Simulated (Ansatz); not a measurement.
## Slab bands of antimonene, single

Wanted: the bands of antimonene, single, and its levels against the vacuum.

Program: Ansatz 0.2.0. Level of theory: plane-wave DFT, PBE-D3(BJ), Ansatz PAW, in the first sound run; inputs show where later runs differ. Results are calculated unless marked as measured.

### 1. Starting point

The cell holds 2 atoms: 2 Sb. Its edges and angles: a = 4.120 Å, b = 4.120 Å, c = 19.650 Å, α = 90.0°, β = 90.0°, γ = 120.0°. Vacuum lies along c.

### 2. Relaxation

The structure is relaxed first, because levels and dipoles at a surface follow the positions of the outer atoms.

input.yaml reads:

```yaml
crystal:
  lattice:
    - [4.12, 0.0, 0.0]
    - [-2.06, 3.5680246636, 0.0]
    - [0.0, 0.0, 19.65]
  atoms:
    - { symbol: Sb, position: [0.6666666667, 0.3333333333, 0.4580152672] }
    - { symbol: Sb, position: [0.3333333333, 0.6666666667, 0.5419847328] }
kpoints:
  mp_grid: { grid: [12, 12, 1] }
hamiltonian:
  xc: pbe
  dispersion: d3bj
scf:
  occupations: { method: fermi_dirac, width: 0.1 }
  convergence: { dr2_threshold: 1.0e-08 }
efield:
  axis: 3
  dipole_correction: true
  ramp_position: 0.97
  ramp_width: 0.06
relax:
  f_tol: 0.01
  max_steps: 60
output:
  write_potential: true
  write_density: true
  volumetric_format: npy
```

Started as:

```bash
> ansatz run input.yaml --threads 2 --pin off --max-ram 3072MiB --backend cpu --events-out ev --progress --plain --runs-dir out
```

Numbers of over 12 decimals in the logs are rounded to 6 here.

Output:

```text
Engine: ansatz 0.2.0, aarch64-unknown-linux-gnu
Pseudopotentials: kind: paw
Pseudopotential: Sb, paw, valence charge 15, recommended cutoff 420 eV (normal), Sb.paw.azcp
Functional definition: PBE
  parameter kappa = 0.804
  parameter beta = 0.066725
  exchange = pbe_x(kappa = kappa, mu = beta*pi^2/3)
  correlation = pbe_c(beta = beta)
Crystal: 2 atoms, lattice volume = 288.860 Å³
Basis set: ecut = 420 eV, 5609 PW (Γ), exchange–correlation on 60×60×270 points (8 copies of the dense FFT grid, shifted against one another)
Bands: 19, of which v1, the nominal top of the filled ones, is band 15 counted from 1 (14 counted from 0)
Symmetry: 6 space group operations
k-points: 19 of 144 (time reversal used)
Non-local potential: Sb, projectors of the file, l = 0: 2, l = 1: 2, l = 2: 2, l = 3: 2
PAW form: soft (Blöchl's): semilocal exchange-correlation on the pseudo side does not see the compensation charge
PAW one-centre angular grid: Sb, 590 points (default); XC on 64 Gauss nodes
Initial density: superposition of atomic densities (neutral atoms: chi_scale 0, normalization atom), corrected by the library's trained network
Initial wavefunctions: pseudopotential atomic-orbital guess
Functional: x = pbe(κ = 0.804, μ = 0.219515), c = pbe(β = 0.066725)
SCF iter   1: F=—  HF=-12969.282371 eV  |F-HF|=—  |Δ(HF+E_count)|=         —  Δρ=7.97e-4  dr2=3.22e-3  ethr=1.77e-3  p=0.000 e·Å  D=4.79e-14 V/Å  ΔV_dip=-0.00 eV  dr2_dipole=1.42e-9  V_vac-E_F(+/−)=4.34/4.34 eV  ⟨swp⟩=7.5  Hψ=2138  notcnv=0
efield: sawtooth ramp at fractional position 0.9700 (set: `efield.ramp_position`, or a place that a band, a saddle search or an elastic batch's reference lends), width 0.0600; the density the first Hamiltonian is built on has a dipole p = 0.000 e·Å; the dipole correction subtracts the counter field D = 4.79e-14 V/Å, which shifts the + side's vacuum level by -0.00 eV against the − side's; the planar-averaged density in the ramp window peaks in size at 3.9e-6 e/Å³
preconditioner: auto → Resta (q_TF=auto, 1.871 Å⁻¹)  ε∞=1.8  [insulator: Δε(μ)=1.279 eV  Ē_g=7.829 eV  σ=0.100 eV  W_gap=1.00  n_scr=28 (ndim 8)  ℏωp=6.9 eV  f_vac=0.706  D(μ)=0.00/eV (n_scr^D=0)  ε∞_Penn≈1.8  vacuum switching on, ρ_ref=4.4e-3 e/Å³]
SCF iter   2: F=—  HF=-12969.282569 eV  |F-HF|=—  |Δ(HF+E_count)|=   1.98e-4  Δρ=4.95e-4  dr2=1.20e-3  ethr=1.07e-5  p=-0.000 e·Å  D=-1.26e-5 V/Å  ΔV_dip=0.00 eV  dr2_dipole=2.36e-9  V_vac-E_F(+/−)=4.27/4.27 eV  ⟨swp⟩=2.2  Hψ=802  notcnv=0
SCF iter   3: F=—  HF=-12969.283234 eV  |F-HF|=—  |Δ(HF+E_count)|=   6.65e-4  Δρ=2.08e-4  dr2=1.02e-4  ethr=4.00e-6  p=0.000 e·Å  D=1.91e-5 V/Å  ΔV_dip=-0.00 eV  dr2_dipole=1.49e-8  V_vac-E_F(+/−)=4.22/4.22 eV  ⟨swp⟩=2.0  Hψ=686  notcnv=0
SCF iter   4: F=—  HF=-12969.283301 eV  |F-HF|=—  |Δ(HF+E_count)|=   6.77e-5  Δρ=6.89e-5  dr2=1.21e-5  ethr=3.38e-7  p=-0.000 e·Å  D=-2.69e-5 V/Å  ΔV_dip=0.00 eV  dr2_dipole=5.92e-8  V_vac-E_F(+/−)=4.21/4.21 eV  ⟨swp⟩=2.0  Hψ=644  notcnv=0
SCF iter   5: F=—  HF=-12969.283301 eV  |F-HF|=—  |Δ(HF+E_count)|=   6.49e-7  Δρ=2.04e-5  dr2=7.03e-6  ethr=4.04e-8  p=0.000 e·Å  D=1.38e-4 V/Å  ΔV_dip=-0.00 eV  dr2_dipole=1.40e-6  V_vac-E_F(+/−)=4.21/4.21 eV  ⟨swp⟩=2.0  Hψ=650  notcnv=0
SCF iter   6: F=—  HF=-12969.283318 eV  |F-HF|=—  |Δ(HF+E_count)|=   1.78e-5  Δρ=1.78e-5  dr2=8.96e-6  ethr=2.34e-8  p=-0.000 e·Å  D=-1.64e-4 V/Å  ΔV_dip=0.00 eV  dr2_dipole=1.99e-6  V_vac-E_F(+/−)=4.21/4.21 eV  ⟨swp⟩=2.4  Hψ=476  notcnv=0
SCF iter   7: F=—  HF=-12969.283318 eV  |F-HF|=—  |Δ(HF+E_count)|=   6.57e-7  Δρ=7.29e-6  dr2=1.48e-6  ethr=2.34e-8  p=-0.000 e·Å  D=-6.69e-5 V/Å  ΔV_dip=0.00 eV  dr2_dipole=3.31e-7  V_vac-E_F(+/−)=4.21/4.21 eV  ⟨swp⟩=1.4  Hψ=368  notcnv=0
SCF iter   8: F=—  HF=-12969.283318 eV  |F-HF|=—  |Δ(HF+E_count)|=   7.52e-8  Δρ=1.66e-6  dr2=7.31e-8  ethr=4.94e-9  p=-0.000 e·Å  D=-1.40e-5 V/Å  ΔV_dip=0.00 eV  dr2_dipole=1.59e-8  V_vac-E_F(+/−)=4.21/4.21 eV  ⟨swp⟩=1.5  Hψ=374  notcnv=0
SCF iter   9: F=-12969.283318 eV  HF=-12969.283318 eV  |F-HF|=6.80e-10  |Δ(HF+E_count)|=   1.98e-9  Δρ=2.38e-7  dr2=7.26e-10  ethr=3.33e-11  p=-0.000 e·Å  D=-1.60e-6 V/Å  ΔV_dip=0.00 eV  dr2_dipole=1.43e-10  V_vac-E_F(+/−)=4.21/4.21 eV  ⟨swp⟩=7.7  Hψ=2204  notcnv=0
SCF 1 converged in 9 iterations: F = -12969.283318 eV  dr2 = 7.26e-10
  greatest PAW one-centre occupation: 0.996 electrons in one spin orbital (limit 2), on the Sb atom at site 1 (counted from 0), in its partial waves of l = 2
relax step   1: F+E_penalty+E_count = -12969.28331766 eV  Δ(F+E_penalty+E_count) = +0.000e0 eV  max|allowed force component| = 1.602e-1 eV/Å  Δτ_max = 0.0000 Å  (9 SCF iters, accepted)
Initial density: handed on by an earlier stage of this run
Initial wavefunctions: those handed on with the density
iter 1 solved again at ethr=1.10e-5 eV; its pass at ethr=3.10e-3 eV (dr2=3.29e-3 eV) is discarded
SCF iter   1: F=—  HF=-12969.279605 eV  |F-HF|=—  |Δ(HF+E_count)|=         —  Δρ=7.45e-4  dr2=3.03e-3  ethr=1.10e-5  p=-0.000 e·Å  D=-1.60e-6 V/Å  ΔV_dip=0.00 eV  dr2_dipole=1.29e-10  V_vac-E_F(+/−)=4.26/4.26 eV  ⟨swp⟩=2.0  Hψ=1453  notcnv=0
efield: sawtooth ramp at fractional position 0.9700 (set: `efield.ramp_position`, or a place that a band, a saddle search or an elastic batch's reference lends), width 0.0600; the density the first Hamiltonian is built on has a dipole p = -0.000 e·Å; the dipole correction subtracts the counter field D = -1.60e-6 V/Å, which shifts the + side's vacuum level by +0.00 eV against the − side's; the planar-averaged density in the ramp window peaks in size at 2.7e-8 e/Å³
preconditioner: auto → Resta (q_TF=auto, 1.871 Å⁻¹)  ε∞=1.8  [insulator: Δε(μ)=1.411 eV  Ē_g=7.932 eV  σ=0.100 eV  W_gap=1.00  n_scr=28 (ndim 8)  ℏωp=6.9 eV  f_vac=0.708  D(μ)=0.00/eV (n_scr^D=0)  ε∞_Penn≈1.8  vacuum switching on, ρ_ref=4.6e-3 e/Å³]
SCF iter   2: F=—  HF=-12969.278680 eV  |F-HF|=—  |Δ(HF+E_count)|=   9.25e-4  Δρ=3.97e-4  dr2=3.72e-4  ethr=1.01e-5  p=0.000 e·Å  D=2.09e-6 V/Å  ΔV_dip=-0.00 eV  dr2_dipole=3.18e-10  V_vac-E_F(+/−)=4.30/4.30 eV  ⟨swp⟩=2.5  Hψ=514  notcnv=0
SCF iter   3: F=—  HF=-12969.278584 eV  |F-HF|=—  |Δ(HF+E_count)|=   9.62e-5  Δρ=9.58e-5  dr2=2.44e-5  ethr=1.24e-6  p=-0.000 e·Å  D=-8.09e-6 V/Å  ΔV_dip=0.00 eV  dr2_dipole=4.39e-9  V_vac-E_F(+/−)=4.31/4.31 eV  ⟨swp⟩=2.0  Hψ=435  notcnv=0
SCF iter   4: F=—  HF=-12969.278585 eV  |F-HF|=—  |Δ(HF+E_count)|=   8.37e-7  Δρ=1.67e-5  dr2=1.05e-6  ethr=8.12e-8  p=0.000 e·Å  D=2.73e-5 V/Å  ΔV_dip=-0.00 eV  dr2_dipole=5.03e-8  V_vac-E_F(+/−)=4.32/4.32 eV  ⟨swp⟩=2.0  Hψ=448  notcnv=0
SCF iter   5: F=—  HF=-12969.278600 eV  |F-HF|=—  |Δ(HF+E_count)|=   1.50e-5  Δρ=1.11e-5  dr2=3.67e-6  ethr=3.50e-9  p=-0.000 e·Å  D=-1.11e-4 V/Å  ΔV_dip=0.00 eV  dr2_dipole=8.23e-7  V_vac-E_F(+/−)=4.32/4.31 eV  ⟨swp⟩=3.1  Hψ=698  notcnv=0
SCF iter   6: F=—  HF=-12969.278599 eV  |F-HF|=—  |Δ(HF+E_count)|=   4.65e-7  Δρ=2.70e-6  dr2=9.70e-8  ethr=3.50e-9  p=0.000 e·Å  D=1.67e-5 V/Å  ΔV_dip=-0.00 eV  dr2_dipole=1.88e-8  V_vac-E_F(+/−)=4.32/4.32 eV  ⟨swp⟩=2.1  Hψ=415  notcnv=0
SCF iter   7: F=-12969.278599 eV  HF=-12969.278599 eV  |F-HF|=3.57e-10  |Δ(HF+E_count)|=   1.66e-9  Δρ=6.10e-7  dr2=1.21e-9  ethr=3.33e-11  p=0.000 e·Å  D=1.07e-6 V/Å  ΔV_dip=-0.00 eV  dr2_dipole=7.25e-11  V_vac-E_F(+/−)=4.32/4.32 eV  ⟨swp⟩=7.5  Hψ=2234  notcnv=0
SCF 2 converged in 7 iterations: F = -12969.278599 eV  dr2 = 1.21e-9
  greatest PAW one-centre occupation: 0.996 electrons in one spin orbital (limit 2), on the Sb atom at site 0 (counted from 0), in its partial waves of l = 2
relax step   2: F+E_penalty+E_count = -12969.27859919 eV  Δ(F+E_penalty+E_count) = +4.718e-3 eV  max|allowed force component| = 3.348e-1 eV/Å  Δτ_max = 0.0277 Å  (7 SCF iters, rejected (line search))
SCF iter   1: F=—  HF=-12969.285239 eV  |F-HF|=—  |Δ(HF+E_count)|=         —  Δρ=5.15e-4  dr2=1.47e-3  ethr=4.71e-5  p=0.000 e·Å  D=1.07e-6 V/Å  ΔV_dip=-0.00 eV  dr2_dipole=7.73e-11  V_vac-E_F(+/−)=4.29/4.29 eV  ⟨swp⟩=3.2  Hψ=898  notcnv=0
efield: sawtooth ramp at fractional position 0.9700 (set: `efield.ramp_position`, or a place that a band, a saddle search or an elastic batch's reference lends), width 0.0600; the density the first Hamiltonian is built on has a dipole p = 0.000 e·Å; the dipole correction subtracts the counter field D = 1.07e-6 V/Å, which shifts the + side's vacuum level by -0.00 eV against the − side's; the planar-averaged density in the ramp window peaks in size at 7.6e-9 e/Å³
preconditioner: auto → Resta (q_TF=auto, 1.871 Å⁻¹)  ε∞=1.8  [insulator: Δε(μ)=1.320 eV  Ē_g=7.872 eV  σ=0.100 eV  W_gap=1.00  n_scr=28 (ndim 8)  ℏωp=6.9 eV  f_vac=0.705  D(μ)=0.00/eV (n_scr^D=0)  ε∞_Penn≈1.8  vacuum switching on, ρ_ref=4.5e-3 e/Å³]
SCF iter   2: F=—  HF=-12969.284813 eV  |F-HF|=—  |Δ(HF+E_count)|=   4.26e-4  Δρ=2.74e-4  dr2=1.70e-4  ethr=4.89e-6  p=-0.000 e·Å  D=-1.80e-6 V/Å  ΔV_dip=0.00 eV  dr2_dipole=2.49e-10  V_vac-E_F(+/−)=4.26/4.26 eV  ⟨swp⟩=3.0  Hψ=811  notcnv=0
SCF iter   3: F=—  HF=-12969.284773 eV  |F-HF|=—  |Δ(HF+E_count)|=   4.06e-5  Δρ=7.21e-5  dr2=1.43e-5  ethr=5.67e-7  p=0.000 e·Å  D=6.65e-6 V/Å  ΔV_dip=-0.00 eV  dr2_dipole=3.16e-9  V_vac-E_F(+/−)=4.25/4.25 eV  ⟨swp⟩=2.4  Hψ=445  notcnv=0
SCF iter   4: F=—  HF=-12969.284769 eV  |F-HF|=—  |Δ(HF+E_count)|=   3.29e-6  Δρ=1.21e-5  dr2=5.98e-7  ethr=4.76e-8  p=-0.000 e·Å  D=-2.34e-5 V/Å  ΔV_dip=0.00 eV  dr2_dipole=3.99e-8  V_vac-E_F(+/−)=4.25/4.25 eV  ⟨swp⟩=2.1  Hψ=453  notcnv=0
SCF iter   5: F=—  HF=-12969.284783 eV  |F-HF|=—  |Δ(HF+E_count)|=   1.33e-5  Δρ=9.83e-6  dr2=2.94e-6  ethr=1.99e-9  p=0.000 e·Å  D=9.61e-5 V/Å  ΔV_dip=-0.00 eV  dr2_dipole=6.63e-7  V_vac-E_F(+/−)=4.25/4.25 eV  ⟨swp⟩=3.1  Hψ=741  notcnv=0
SCF iter   6: F=—  HF=-12969.284782 eV  |F-HF|=—  |Δ(HF+E_count)|=   3.68e-7  Δρ=1.92e-6  dr2=3.24e-8  ethr=1.99e-9  p=-0.000 e·Å  D=-8.86e-6 V/Å  ΔV_dip=0.00 eV  dr2_dipole=5.61e-9  V_vac-E_F(+/−)=4.25/4.25 eV  ⟨swp⟩=2.2  Hψ=458  notcnv=0
SCF iter   7: F=-12969.284782 eV  HF=-12969.284782 eV  |F-HF|=2.20e-10  |Δ(HF+E_count)|=   3.48e-9  Δρ=3.70e-7  dr2=4.15e-10  ethr=3.33e-11  p=-0.000 e·Å  D=-2.37e-7 V/Å  ΔV_dip=0.00 eV  dr2_dipole=7.95e-12  V_vac-E_F(+/−)=4.25/4.25 eV  ⟨swp⟩=9.1  Hψ=2129  notcnv=0
SCF 3 converged in 7 iterations: F = -12969.284782 eV  dr2 = 4.15e-10
relax step   3: F+E_penalty+E_count = -12969.28478243 eV  Δ(F+E_penalty+E_count) = -1.465e-3 eV  max|allowed force component| = 5.903e-3 eV/Å  Δτ_max = 0.0088 Å  (7 SCF iters, accepted)
NSCF: frozen V_eff on 19 k-points
the band table was solved once a step of the walk had ended and its energy, with any forces and stress, was formed, with the checks that follow a solve (2315 applications of the Hamiltonian). They found nothing against the state; the energy, forces and stress were not computed again (output.eigenvalues in the input reference)
SCF converged after 7 iterations
Free energy (F): -12969.284782 eV
Harris-Foulkes:  -12969.284782 eV  (|F-HF|=2.20e-10)
Internal energy: -12969.284573 eV  (E = F + TS)
E sigma→0 (E₀):  -12969.284678 eV
Entropy (-TS):   -0.000209 eV (-0.105 meV/atom)
Fermi energy:    -1.274847 eV
Dipole field:    D = 0.000003 V/Å  (p = 0.000005 e·Å, saw-weighted, corrected)
Work function:   Φ+ = 4.2479 eV   Φ− = 4.2480 eV
Levels:          The Fermi level and band energies are counted from a zero that moves with the ramp; work functions are not
--- Per-component energies (eV) ---
  E_band       = -668.824070
  E_kinetic    = 412.523112
  E_local      = -15863.615562  (includes V_loc(G=0)·N_el)
  E_nonlocal   = 724.208144
  E_hartree    = 7618.712732
  E_xc         = -275.720417
  E_vxc        = -190.772967  (∫ρ·V_xc dr)
  E_paw        = -9150.507319  (= ΣΔE_a)
  E_vpaw       = -988.592948  (= ΣTr[D̂ρ^β])
  E_aug_tail   = -0.000003  (compensation charges beyond the density's cutoff)
  E_efield     = 0.000000  (sawtooth field / dipole correction)
  E_vefield    = 0.000000  (∫n·V_field dr)
  E_ewald      = 3565.576437
  E_disp       = -0.461696  (pairwise vdW)
  E_smearing   = -0.000209  (= −TS)
  E_closure    = -0.000000  (closes the sum)
  Σ components = -12969.284782   (vs F -12969.284782, Δ=0.00e0)
--- Forces (eV/Å), atoms counted from 1 ---
  atom   1  Sb     0.00000000    -0.00000000     0.00590284
  atom   2  Sb     0.00000000     0.00000000    -0.00590318
  max |Σ_I F_I| component: 3.41e-7 eV/Å
--- Band table (eV; the first three rows and the last of 19) ---
  k-point 0: bands = [... 11 lower, -8.1624, -2.4473, -1.8736, -1.8736, -0.2829, 0.9251, 0.9251, 2.4569]
  k-point 1: bands = [... 11 lower, -8.1603, -2.5896, -2.4165, -2.0419, 0.2109, 0.8341, 1.0887, 2.5560]
  k-point 2: bands = [... 11 lower, -8.1879, -3.6469, -2.4163, -2.3584, -0.0790, 1.4077, 1.4243, 2.7930]
  k-point 18: bands = [... 11 lower, -10.3265, -5.3634, -3.6507, -3.6507, -0.3332, 1.7441, 1.7441, 4.7793]
--- Relaxed structure (3 steps of the walk, 2 accepted, 0 SCFs on fresh bases) ---
  F+E_penalty+E_count = -12969.28478243 eV   max|allowed force component| = 5.903e-3 eV/Å
  atoms:
    - { symbol: Sb, position: [0.666667, 0.333333, 0.458463] }
    - { symbol: Sb, position: [0.333333, 0.666667, 0.541537] }
```

The job ended after 23 s (2 threads of Arm Neoverse N1, shared host; peak memory 0.47 GiB; 44 s of CPU time).

Relaxation path:

```csv
step,energy less that of the first step (eV),largest force component (eV/Å)
1,0.0000,0.1602
2,0.0047,0.3348
3,-0.0015,0.0059
```

Relaxation step 2 was tried and not accepted.

Forces are held to the 6 operations that the run works with; a distortion that breaks them can't arise in this run.

Final coordinates:

```
Sb
1.0
     4.12000    0.00000    0.00000
    -2.06000    3.56802    0.00000
     0.00000    0.00000   19.65000
Sb
2
Direct
  0.66667 0.33333 0.45846
  0.33333 0.66667 0.54154
```

This step gave:

```yaml
energy_at_zero_smearing: -12969.2847 eV
```

The relaxation took 3 steps and lowered the energy by 0.0015 eV; the largest force on the free atoms ends at 0.0059 eV/Å.

The gap is 1.31 eV.

(Part 1 of 2 ends here.)

[Logs are printed without paths, hosts, clocks, repeated set-up lines and the standing remarks that a program may print on its own settings, such as how far it seeks lower states.]

[Hosts, paths, dates, database ids (printed as entryN), source tags and the programs' standing remarks are cut or masked in the printed files.]

[Maps of the electrostatic potential energy from Ansatz leave out the sawtooth potential of an applied field or a dipole correction, so their vacuum need not be flat; planar profiles and work functions include it.]
